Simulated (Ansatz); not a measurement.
## Electron–phonon scattering in VSe2 (P-3m1): cost of one run

Ansatz 0.2.0; DFT PBEsol, scalar-relativistic, plane waves, PAW; PAW set soft_1. The cell holds 3 atoms.

Input file input.yaml:

```yaml
crystal:
  lattice:
    - [3.355, 0.0, 0.0]
    - [-1.6775, 2.9055152297, 0.0]
    - [0.0, 0.0, 6.134]
  atoms:
    - { symbol: V, position: [0.0, 0.0, 0.0], spin: 0.59 }
    - { symbol: Se, position: [0.3333333333, 0.6666666667, 0.25] }
    - { symbol: Se, position: [0.6666666667, 0.3333333333, 0.75] }
kpoints:
  mp_grid: { grid: [12, 12, 6] }
hamiltonian:
  xc: pbesol
  pseudopotentials: { kind: paw, azcp: { folder: soft_1 }, xc_functional: pbe }
scf:
  occupations: { method: gaussian, width: 0.1 }
output:
  forces: true
  stress: true
  eigenvalues: true
  populations: true
  write_density: true
  write_potential: true
  elf: true
  volumetric_format: npy
magnetization:
  spin_polarized: true
relax:
  adjacent_minimum: "off"
  f_tol: 0.005
  max_steps: 80
  cell: { stress_tol: 0.05 }
```

Started as:

```bash
ansatz run input.yaml --threads 4 --pin off --max-ram 12288MiB --backend cpu --events-out ev --progress --plain --runs-dir out
```

The cutoff in use is 420 eV. For reference, a run of the same kind (3 atoms, 50 k-points, 28 bands, 1,149 plane waves and two spins; 65 SCF cycles) took 17 s and 0.36 GiB on the same hardware.

What time and memory should one allow on 4 threads of Arm Neoverse V2, shared host?

A cutoff of 420 eV is a sphere of radius 10.5 Å⁻¹, so a cell of 60 Å³ holds about V·G³/6π² = 1,169 plane waves. Symmetry cuts the 12×12×6 mesh from 864 to 100 points. The run has 100 k-points, 28 bands, 1,149 plane waves and two spins. Taking the work of a cycle as k-points × spins × bands × plane waves, that is 2 times the reference, or 35 s at the reference's 65 cycles. The run needed 92 SCF cycles over 8 ionic steps, which makes it about 49 s. One copy of the wavefunctions takes 0.096 GiB at 16 bytes a coefficient, against 0.048 GiB in the reference; grids, projectors and work arrays come on top. Measured: about 52 s, with a peak of 0.42 GiB. The estimate holds within 25 %.

[Logs are printed without paths, hosts, clocks, repeated set-up lines and the standing remarks that a program may print on its own settings, such as how far it seeks lower states.]

[Hosts, paths, dates, database ids (printed as entryN), source tags and the programs' standing remarks are cut or masked in the printed files.]
